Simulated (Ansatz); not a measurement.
# Ca chain started as a strip of triangles: period, moment and channels by functional, part 2 of 3

How many channels does the Ca chain started as a strip of triangles carry, and how sure is the answer?

Ansatz 0.2.0; DFT PBE, plane waves, PAW; relaxation of a chain's period (the session's first sound run).

So far, absolute moment (μB): step 2 (relaxing the period, level PBE, cutoff 420 eV) 0.482.

## (3) The wire at its relaxed period, level PBE, k-mesh 1×1×21

This step: DFT PBE, plane waves, PAW; channels and complex bands of a perfect chain (Ansatz 0.2.0).

At the relaxed period the Bloch states of the perfect chain are found at each energy: those that move forward count the open channels, and those that decay describe how a disturbance dies away inside the wire itself. An energy step of 0.035 eV is under the 0.039 eV that the program asks for its thermal average at 300 K.

input.yaml reads:

```yaml
crystal:
  lattice:
    - [13.5, 0.0, 0.0]
    - [0.0, 12.0, 0.0]
    - [0.0, 0.0, 3.8508903364]
  atoms:
    - { symbol: Ca, position: [0.382647425, 0.5, 0.0], spin: 0.17 }
    - { symbol: Ca, position: [0.617352575, 0.5, 0.5], spin: 0.17 }
magnetization:
  spin_polarized: true
kpoints:
  mp_grid: { grid: [1, 1, 21] }
  band_path: { path: ["Γ", Z], npoints: 60 }
scf:
  occupations: { method: fermi_dirac, width: 0.05 }
hamiltonian:
  xc: pbe
output:
  transmission:
    e_range: [-2, 2]
    de: 0.035
    kmesh: [1, 1]
    reduced_basis: true
    leads: [[0, 0]]
  dos: { projected: true, e_range: [-6, 4] }
  write_potential: true
  write_density: true
  volumetric_format: npy
  elf: true
```

Started as:

```
$ ansatz run input.yaml --threads 4 --pin off --max-ram 16384MiB --backend cpu --events-out ev --progress --plain --runs-dir out
```

Numbers of over 12 decimals in the logs are rounded to 6 here.

Log:

```text
[...]
Crystal: 2 atoms, lattice volume = 623.844 Å³
Basis set: ecut = 420 eV, 12209 PW (Γ)
Bands: 15, of which v1, the nominal top of the filled ones, is band 10 counted from 1 (9 counted from 0)
Symmetry: 8 space group operations
[...]
k-points: 11 of 21
[...]
Starting moments: Σ|m| = 0.34 μB on 2 of 2 sites
[...]
SCF iter   1: F=—  HF=-3632.080175 eV  |F-HF|=—  |Δ(HF+E_count)|=         —  Δρ=5.89e-3 (↑4.71e-3 ↓5.89e-3)  dr2=3.33e0  dr2_m=2.50e-2  M=0.069 μB ∫|m|=0.076 μB  β_m=0.30  ethr=3.10e-3  ⟨swp⟩=12.1  Hψ=2940  notcnv=0
[...]
SCF iter  21: F=-3631.452425 eV  HF=-3631.452425 eV  |F-HF|=9.50e-11  |Δ(HF+E_count)|=   4.12e-9  Δρ=5.53e-8 (↑5.53e-8 ↓5.21e-8)  dr2=2.58e-11  dr2_m=1.32e-11  M=0.405 μB ∫|m|=0.476 μB  ethr=1.00e-12  ⟨swp⟩=3.7  Hψ=737  notcnv=0
SCF 1 converged in 21 iterations: F = -3631.452425 eV  dr2 = 2.58e-11
[...]
transmission: 10 of 60 steps passed
transmission: 15 of 60 steps passed
[...]
transmission: 60 of 60 steps passed
WARN: The output density's exchange-correlation potential varies sharply where the density is thin. Do not read a vacuum level from v_tot or v_xc, or from such a field of the output density. On a cell that repeats whose density bears no net charge and no dipole along the vacuum's axis use v_es (v_loc + v_h of the components); under efield.dipole_correction with no amplitude use v_es + v_field, which holds any externa [...]
NSCF: frozen V_eff on 61 k-points
SCF converged after 21 iterations
Magnetization: 0.4053 μB (10.2027 up, 9.7973 down)
Absolute magnetization: 0.4774 μB (∫|ρ↑−ρ↓|, with the PAW one-centre terms)
[...]
Per-site moments (μB) at R_I (Å): [(0.055734, 1.529416), (0.055734, 1.529416)]
Free energy (F): -3631.452425 eV
[...]
Internal energy: -3631.426414 eV  (E = F + TS)
E sigma→0 (E₀):  -3631.439420 eV
Entropy (-TS):   -0.026011 eV (-13.006 meV/atom)
Fermi energy:    -1.468857 eV
[...]
--- Band table (eV; the first three rows and the last of 22) ---
  k-point 0 ↑: bands = [... 6 lower, -25.4776, -25.4555, -4.2270, -2.7854, -1.6066, -0.9446, -0.7855, -0.6978, ... 1 higher]
  k-point 1 ↑: bands = [... 6 lower, -25.4790, -25.4573, -4.1998, -2.7566, -1.5959, -0.9381, -0.7830, -0.6815, ... 1 higher]
  k-point 2 ↑: bands = [... 6 lower, -25.4830, -25.4625, -4.1188, -2.6709, -1.5644, -0.9211, -0.7796, -0.6334, ... 1 higher]
  k-point 10 ↓: bands = [... 6 lower, -25.5074, -25.5065, -1.8446, -1.5727, -0.8310, -0.8127, -0.7867, -0.7325, ... 1 higher]
--- Transmission ---
  basis      : 1421 plane waves across, 5 finite elements along
  points     : 1, standing for a mesh of 1 x 1
  filling    : by the input's occupations and mesh, since the crystals that have channels conduct as metals do. If one of these is a semiconductor, that mesh has misplaced its level
  energies   : 115 from -2.000000 to 1.990000 eV about the Fermi level, 0.035000 eV apart; the leads are filled to 0.000000 eV, and channels, transmission and decay are at -0.005000 eV
  crystal 0  : Ca2, at the sites [0, 0], period 3.8509 Å: whole cells are its period
    offset         : up to 0.0000 Å between an atom of the period and one for which it stands
    filled         : 3.7 meV under the level at which it is neutral
    channels       : 3.000000e0 up, 2.000000e0 down
    conductance    : 1.1897e14 S/m² at 300 K; may be off by some 0.0 % by where its bands' edges are placed, 0.0 % from the distance to neutral
```

The job ended after 1.9 min (4 threads of Intel Xeon 6975P-C (Granite Rapids), shared host; peak memory 1.5 GiB).

In the SCF lines HF is the Harris–Foulkes energy and dr2 the Hartree energy of the density residual, in eV; the loop may stop once dr2 is under the threshold and the program's other checks hold. Hψ counts applications of the Hamiltonian.

This step gave:

| Item | Value |
| --- | --- |
| energy at zero smearing | -3631.4394 eV |
| total moment | 0.4053 μB |
| absolute moment | 0.4774 μB |
| channels at the energy nearest the Fermi level, spin up | 3 |
| channels at the energy nearest the Fermi level, spin down | 2 |
| conductance of the lead as this run defines it | 2.487 G₀ |
| band gap | 0 eV |

Table of open channels of the lead by energy, zero at the Fermi level:

| energy (eV) | spin up | spin down |
| --- | --- | --- |
| -2.00 | 1 | 1 |
| -1.90 | 1 | 1 |
| -1.79 | 1 | 1 |
| -1.69 | 1 | 1 |
| -1.58 | 1 | 1 |
| -1.48 | 1 | 1 |
| -1.37 | 1 | 1 |
| -1.23 | 2 | 2 |
| -1.12 | 2 | 2 |
| -1.02 | 2 | 2 |
| -0.92 | 2 | 2 |
| -0.81 | 2 | 2 |
| -0.70 | 2 | 2 |
| -0.60 | 2 | 2 |
| -0.49 | 2 | 2 |
| -0.39 | 2 | 2 |
| -0.28 | 2 | 2 |
| -0.18 | 2 | 2 |
| -0.07 | 3 | 2 |
| -0.01 | 3 | 2 |
| 0.07 | 3 | 2 |
| 0.17 | 1 | 2 |
| 0.28 | 1 | 0 |
| 0.38 | 3 | 1 |
| 0.48 | 3 | 3 |
| 0.59 | 4 | 4 |
| 0.69 | 1 | 3 |
| 0.80 | 2 | 1 |
| 0.91 | 2 | 1 |
| 1.01 | 4 | 2 |
| 1.11 | 2 | 2 |
| 1.22 | 2 | 2 |
| 1.36 | 2 | 2 |
| 1.47 | 5 | 3 |
| 1.57 | 2 | 6 |
| 1.68 | 2 | 2 |
| 1.78 | 2 | 2 |
| 1.89 | 2 | 2 |
| 1.99 | 3 | 3 |

Spin up; the slowest values at each energy, most degenerate partners merged, listed up to 1.5 1/Å. Im kz of the slowest decaying states against energy, zero at the Fermi level:

| energy (eV) | decay 1 (Å⁻¹) | decay 2 (Å⁻¹) | decay 3 (Å⁻¹) | decay 4 (Å⁻¹) |
| --- | --- | --- | --- | --- |
| -2.0000 | 0.369 | 0.841 | 0.846 | 0.905 |
| -1.7550 | 0.298 | 0.793 | 0.811 | 0.869 |
| -1.5100 | 0.200 | 0.740 | 0.775 | 0.833 |
| -1.2650 | 0.682 | 0.736 | 0.794 | 0.811 |
| -0.9850 | 0.605 | 0.689 | 0.747 | 0.758 |
| -0.7400 | 0.523 | 0.644 | 0.703 | 0.707 |
| -0.4950 | 0.417 | 0.594 | 0.652 | 0.655 |
| -0.2500 | 0.244 | 0.539 | 0.588 | 0.601 |
| -0.0050 | 0.472 | 0.515 | 0.533 | 0.540 |
| 0.2400 | 0.0252 | 0.383 | 0.425 | 0.441 |
| 0.4850 | 0.176 | 0.309 | 0.314 | 0.359 |
| 0.7650 | 0.0469 | 0.0989 | 0.188 | 0.299 |
| 1.0100 | 0.133 | 0.266 | 0.324 | 0.481 |
| 1.2550 | 0.106 | 0.265 | 0.279 | 0.294 |
| 1.5000 | 0.219 | 0.304 | 0.395 | 0.419 |
| 1.7450 | 0.155 | 0.208 | 0.256 | 0.286 |

Spin down; the slowest values at each energy, most degenerate partners merged, listed up to 1.5 1/Å. Table of Im kz of the slowest decaying states by energy, zero at the Fermi level:

| energy (eV) | decay 1 (Å⁻¹) | decay 2 (Å⁻¹) | decay 3 (Å⁻¹) | decay 4 (Å⁻¹) |
| --- | --- | --- | --- | --- |
| -2.0000 | 0.374 | 0.857 | 0.904 | 0.924 |
| -1.7550 | 0.304 | 0.822 | 0.869 | 0.883 |
| -1.5100 | 0.208 | 0.785 | 0.831 | 0.839 |
| -1.2650 | 0.745 | 0.792 | 0.792 | 0.826 |
| -0.9850 | 0.697 | 0.733 | 0.745 | 0.775 |
| -0.7400 | 0.651 | 0.675 | 0.700 | 0.725 |
| -0.4950 | 0.600 | 0.607 | 0.651 | 0.668 |
| -0.2500 | 0.524 | 0.542 | 0.597 | 0.603 |
| -0.0050 | 0.410 | 0.473 | 0.524 | 0.535 |
| 0.2400 | 0.0394 | 0.184 | 0.382 | 0.427 |
| 0.4850 | 0.207 | 0.286 | 0.349 | 0.405 |
| 0.7650 | 0.114 | 0.169 | 0.251 | 0.263 |
| 1.0100 | 0.142 | 0.160 | 0.247 | 0.265 |
| 1.2550 | 0.126 | 0.257 | 0.269 | 0.273 |
| 1.5000 | 0.212 | 0.303 | 0.318 | 0.351 |
| 1.7450 | 0.138 | 0.181 | 0.260 | 0.296 |

Electronic bands along the path, in eV, zero at the Fermi level:

| point | up 9 | up 10 | up 11 | up 12 | down 9 | down 10 | down 11 | down 12 |
| --- | --- | --- | --- | --- | --- | --- | --- | --- |
| Γ | -2.76 | -1.32 | -0.14 | 0.52 | -2.59 | -1.30 | 0.29 | 0.55 |
| halfway | -2.04 | -0.57 | 0.12 | 0.57 | -1.86 | -0.56 | 0.47 | 0.62 |
| Z | -0.42 | -0.42 | 0.53 | 0.53 | -0.23 | -0.23 | 0.66 | 0.66 |

Spin density in the ca plane at fractional y = 0.500, with atoms of Ca within 0.2 Å of it.

Ten even steps from '0' (-2.35 × 1e-3 e/Å³) to '9' (9.89 × 1e-3 e/Å³), each cell a mean:
```
11111111111111
11111111111111
11111111111111
11111111111111
11111111111111
11111111111111
00000011100000
00001233310000
00002799951000
11112467632111
22222222222222
33333333333333
22233333333322
43222222222223
98421000011268
87410000000258
11100000000011
11100000000011
11111111111111
11111111111111
11111111111111
11111111111111
11111111111111
11111111111111
```
Columns run along c (3.9 Å), rows up along a (13.5 Å). Atoms in or near the plane, at fractional coordinates: Ca at (0.00, 0.38), Ca at (0.50, 0.62).

Electrostatic potential energy in the ca plane at fractional y = 0.500, with atoms of Ca within 0.2 Å of it. With pseudopotentials it is smooth inside the atoms' cores, unlike the true potential.

Ten even steps from '0' (-61 eV) to '9' (1 eV), each cell a mean:
```
99999999999999
99999999999999
99999999999999
99999999999999
99999999999999
99999999999999
99999998999999
99998765678999
99986200036899
99986200036899
99998765678999
99999999999999
88999999999988
34689999998753
00268999998510
12578999998642
77889999999887
99999999999999
99999999999999
99999999999999
99999999999999
99999999999999
99999999999999
99999999999999
```
Columns run along c (3.9 Å; values clipped at the 3rd and 97th percentile), rows up along a (13.5 Å). Atoms in or near the plane, at fractional coordinates: Ca at (0.00, 0.38), Ca at (0.50, 0.62).

Valence density in the ca plane at fractional y = 0.500, with atoms of Ca within 0.2 Å of it. It is the smooth field of the valence electrons, not physical close to the nuclei.

Ten steps, logarithmic in the rise over the least value, from '_' (0.0 e/Å³) to '@' (6.4 e/Å³), each cell a mean:
```
____________________________
____________________________
____________________________
____________________________
____________________________
____________________________
________............________
........--==++**++==::......
....::--++%%@@@@@@##++::....
....::--++%%@@@@@@##++::....
......::--==****++==::::....
............::::............
::::::..................::::
####++--::..........::==**##
@@@@%%++--........::--**%%@@
%%%%**==::..........::++##%%
==--::................::--==
____________________________
____________________________
____________________________
____________________________
____________________________
____________________________
____________________________
```
Columns run along c (3.9 Å), rows up along a (13.5 Å). Atoms in or near the plane, at fractional coordinates: Ca at (0.00, 0.38), Ca at (0.50, 0.62).

By hand: the program gives 1.1897 × 10^14 S/m² over the cell's cross-section of 162.00 Å² = 1.620 × 10^-18 m², so one cell conducts 1.927 × 10^-4 S. Divided by G0 = 2e²/h = 7.748 × 10^-5 S this is 2.49 G0, a resistance of 5.19 kΩ.

At the computed energy nearest the Fermi level there are 3 spin-up and 2 spin-down channels, and the thermal average gives 2.49 G₀.

## (4) Relaxation of atoms and period

This step: DFT LDA, plane waves, PAW; relaxation of a chain's period (Ansatz 0.2.0).

The relaxation is repeated under another functional. LDA has no gradient terms and tends to overbind, so it marks the short end of the likely bond lengths.

input.yaml, the sections that differ from step 3:

```yaml
crystal:
  lattice:
    - [13.5, 0.0, 0.0]
    - [0.0, 12.0, 0.0]
    - [0.0, 0.0, 3.44432]
  atoms:
    - { symbol: Ca, position: [0.39101037, 0.5, 0.0], spin: 0.5 }
    - { symbol: Ca, position: [0.60898963, 0.5, 0.5], spin: 0.5 }
kpoints:
  mp_grid: { grid: [1, 1, 24] }
hamiltonian:
  xc: lda
relax:
  cell: { fix: [a, b, alpha, beta, gamma] }
  max_steps: 60
# magnetization, scf: as in step 3
# output: removed
```

Log:

```text
[...]
Crystal: 2 atoms, lattice volume = 557.980 Å³
Basis set: ecut = 420 eV, 10943 PW (Γ)
Bands: 15, of which v1, the nominal top of the filled ones, is band 10 counted from 1 (9 counted from 0)
Symmetry: 8 space group operations
[...]
k-points: 13 of 24
[...]
Starting moments: Σ|m| = 1 μB on 2 of 2 sites
[...]
0.000000       0.002558       0.000000
        0.000000       0.000000       0.024945
  P = ⅓ Tr σ = 0.0147 GPa (0.147 kbar)
--- Relaxed structure (4 steps of the walk, 4 accepted, 1 SCFs on fresh bases) ---
[...]
cell:  # Å, volume = 604.8339 Å³
    - [13.5, 0.0, 0.0]
    - [0.0, 12.0, 0.0]
    - [0.0, 0.0, 3.733542]
  atoms:
    - { symbol: Ca, position: [0.385828, 0.5, 0.0] }
    - { symbol: Ca, position: [0.614172, 0.5, 0.5] }
[key lines of the parts left out:]
SCF converged after 7 iterations
Magnetization: 0.3346 μB (10.1673 up, 9.8327 down)
Free energy (F): -3542.639155 eV
Fermi energy:    -1.539538 eV
```

The job ended after 15 s (4 threads; peak memory 0.82 GiB).

Relaxation path:

| step | energy less that of the first step (eV) | largest force component (eV/Å) | pressure (GPa) | volume (Å³) |
| --- | --- | --- | --- | --- |
| 1 | 0.0000 | 0.3421 | 0.36 | 557.98 |
| 2 | -0.0690 | 0.1119 | 0.21 | 569.74 |
| 3 | -0.1242 | 0.0032 | 0.05 | 596.54 |
| 4 | -0.1278 | 0.0005 | 0.01 | 604.83 |
| 5* | -0.1282 | 0.0005 | 0.01 | 604.83 |

Relaxation steps marked * repeat the geometry before them on a plane-wave basis chosen anew for their cell, so energy and pressure can jump there.

The run keeps the 8 symmetry operations that it works with, so distortions that break them were not tested.

| cell as run | before | after | change |
| --- | --- | --- | --- |
| c (Å) | 3.444 | 3.734 | +8.4 % |

The atoms that moved most (Å, along periodic axes as changes of fractional coordinates times the final cell, across vacuum about the mean position):

| atom | dx | dy | dz | length |
| --- | --- | --- | --- | --- |
| Ca1 | -0.070 | 0.000 | 0.000 | 0.070 |
| Ca2 | 0.070 | 0.000 | 0.000 | 0.070 |

The relaxed structure:

```
Ca
1.0
    13.50000    0.00000    0.00000
     0.00000   12.00000    0.00000
     0.00000    0.00000    3.73354
Ca
2
Direct
  0.38583 0.50000 0.00000
  0.61417 0.50000 0.50000
```

The cell's length comes to 3.734 Å, -3.0 % against the first run, with an absolute moment of 0.34 μB a cell.

## (5) Bands of the perfect wire, level LDA, k-mesh 1×1×22

This step: DFT LDA, plane waves, PAW; channels and complex bands of a perfect chain (Ansatz 0.2.0).

The channels are counted again under LDA, at the period that it gave.

input.yaml reads:

```yaml
crystal:
  lattice:
    - [13.5, 0.0, 0.0]
    - [0.0, 12.0, 0.0]
    - [0.0, 0.0, 3.7335423793]
  atoms:
    - { symbol: Ca, position: [0.385827886, 0.5, 0.0], spin: 0.15 }
    - { symbol: Ca, position: [0.614172114, 0.5, 0.5], spin: 0.15 }
magnetization:
  spin_polarized: true
kpoints:
  mp_grid: { grid: [1, 1, 22] }
  band_path: { path: ["Γ", Z], npoints: 60 }
scf:
  occupations: { method: fermi_dirac, width: 0.05 }
hamiltonian:
  xc: lda
output:
  transmission:
    e_range: [-2, 2]
    de: 0.035
    kmesh: [1, 1]
    reduced_basis: true
    leads: [[0, 0]]
  dos: { projected: true, e_range: [-6, 4] }
```

Log:

```text
[...]
Crystal: 2 atoms, lattice volume = 604.834 Å³
Basis set: ecut = 420 eV, 11837 PW (Γ)
Bands: 15, of which v1, the nominal top of the filled ones, is band 10 counted from 1 (9 counted from 0)
Symmetry: 8 space group operations
[...]
k-points: 12 of 22
[...]
Starting moments: Σ|m| = 0.3 μB on 2 of 2 sites
[...]
--- Transmission ---
  basis      : 1421 plane waves across, 5 finite elements along
  points     : 1, standing for a mesh of 1 x 1
[...]
crystal 0  : Ca2, at the sites [0, 0], period 3.7335 Å: whole cells are its period
[...]
filled         : 4.6 meV under the level at which it is neutral
    channels       : 3.000000e0 up, 2.000000e0 down
[...]
[key lines of the parts left out:]
SCF converged after 22 iterations
Magnetization: 0.3296 μB (10.1648 up, 9.8352 down)
Free energy (F): -3542.639623 eV
Fermi energy:    -1.537606 eV
```

Elapsed: 1.9 min, on 4 threads; peak memory 1.4 GiB; 6.3 min of CPU time.

Table of open channels of the lead by energy, zero at the Fermi level:

| energy (eV) | spin up | spin down |
| --- | --- | --- |
| -2.000 | 1 | 1 |
| -1.790 | 1 | 1 |
| -1.615 | 1 | 1 |
| -1.405 | 1 | 1 |
| -1.195 | 2 | 2 |
| -0.985 | 2 | 2 |
| -0.810 | 2 | 2 |
| -0.600 | 2 | 2 |
| -0.390 | 2 | 2 |
| -0.215 | 2 | 2 |
| -0.005 | 3 | 2 |
| 0.205 | 1 | 1 |
| 0.415 | 3 | 1 |
| 0.590 | 7 | 4 |
| 0.800 | 2 | 2 |
| 1.010 | 2 | 3 |
| 1.185 | 2 | 2 |
| 1.395 | 3 | 2 |
| 1.605 | 2 | 2 |
| 1.815 | 2 | 2 |

At the computed energy nearest the Fermi level there are 3 spin-up and 2 spin-down channels, and the thermal average gives 2.42 G₀.

## (6) Relaxation of atoms and period

This step: DFT RPBE, plane waves, PAW; relaxation of a chain's period (Ansatz 0.2.0).

The relaxation is repeated under another functional. RPBE strengthens the exchange enhancement and tends to longer, weaker bonds than PBE.

input.yaml, the sections that differ from step 5:

```yaml
crystal:
  lattice:
    - [13.5, 0.0, 0.0]
    - [0.0, 12.0, 0.0]
    - [0.0, 0.0, 3.44432]
  atoms:
    - { symbol: Ca, position: [0.39101037, 0.5, 0.0], spin: 0.5 }
    - { symbol: Ca, position: [0.60898963, 0.5, 0.5], spin: 0.5 }
kpoints:
  mp_grid: { grid: [1, 1, 24] }
hamiltonian:
  xc: rpbe
relax:
  cell: { fix: [a, b, alpha, beta, gamma] }
  max_steps: 60
# magnetization, scf: as in step 5
# output: removed
```

Log:

```text
[...]
Crystal: 2 atoms, lattice volume = 557.980 Å³
Basis set: ecut = 420 eV, 10943 PW (Γ), exchange–correlation on 192×162×48 points (8 copies of the dense FFT grid, shifted against one another)
Bands: 15, of which v1, the nominal top of the filled ones, is band 10 counted from 1 (9 counted from 0)
Symmetry: 8 space group operations
[...]
0.000000       0.000000      -0.002436
  P = ⅓ Tr σ = 0.0066 GPa (0.066 kbar)
--- Relaxed structure (4 steps of the walk, 4 accepted, 1 SCFs on fresh bases) ---
[...]
cell:  # Å, volume = 632.7193 Å³
    - [13.5, 0.0, 0.0]
    - [0.0, 12.0, 0.0]
    - [0.0, 0.0, 3.905675]
  atoms:
    - { symbol: Ca, position: [0.381080, 0.5, 0.0] }
    - { symbol: Ca, position: [0.618920, 0.5, 0.500000] }
[key lines of the parts left out:]
SCF converged after 7 iterations
Magnetization: 0.4185 μB (10.2093 up, 9.7907 down)
Free energy (F): -3640.354729 eV
Fermi energy:    -1.417391 eV
```

Wall time 18 s (4 threads); peak memory 0.92 GiB.

Step by step:

| step | energy less that of the first step (eV) | largest force component (eV/Å) | pressure (GPa) | volume (Å³) |
| --- | --- | --- | --- | --- |
| 1 | 0.0000 | 0.6189 | 0.61 | 557.98 |
| 2 | -0.1975 | 0.1935 | 0.34 | 577.45 |
| 3 | -0.3041 | 0.0451 | 0.14 | 604.82 |
| 4 | -0.3321 | 0.0019 | 0.01 | 632.72 |
| 5* | -0.3329 | 0.0019 | 0.01 | 632.72 |

Relaxation steps marked * repeat the geometry before them on a plane-wave basis chosen anew for their cell, so energy and pressure can jump there.

The run keeps the 8 symmetry operations that it works with, so distortions that break them were not tested.

| cell as run | before | after | change |
| --- | --- | --- | --- |
| c (Å) | 3.444 | 3.906 | +13.4 % |

The atoms that moved most (Å, along periodic axes as changes of fractional coordinates times the final cell, across vacuum about the mean position):

| atom | dx | dy | dz | length |
| --- | --- | --- | --- | --- |
| Ca1 | -0.134 | 0.000 | 0.000 | 0.134 |
| Ca2 | 0.134 | 0.000 | 0.000 | 0.134 |

The relaxed structure:

```
Ca
1.0
    13.50000    0.00000    0.00000
     0.00000   12.00000    0.00000
     0.00000    0.00000    3.90567
Ca
2
Direct
  0.38108 0.50000 0.00000
  0.61892 0.50000 0.50000
```

The cell's length comes to 3.906 Å, +1.4 % against the first run, with an absolute moment of 0.52 μB a cell. That is +13 % against the start, more than a small adjustment.

The cell grew by 13.4 % in its periodic edges. From the first step to the last the energy fell by 0.333 eV, across changes of basis, and the largest move was 0.13 Å (Ca1 and 1 other atom alike).

[end of part 2 of 3]

[Logs are printed without paths, hosts, clocks, repeated set-up lines and the standing remarks that a program may print on its own settings, such as how far it seeks lower states.]

[Hosts, paths, dates, database ids (printed as entryN), source tags and the programs' standing remarks are cut or masked in the printed files.]
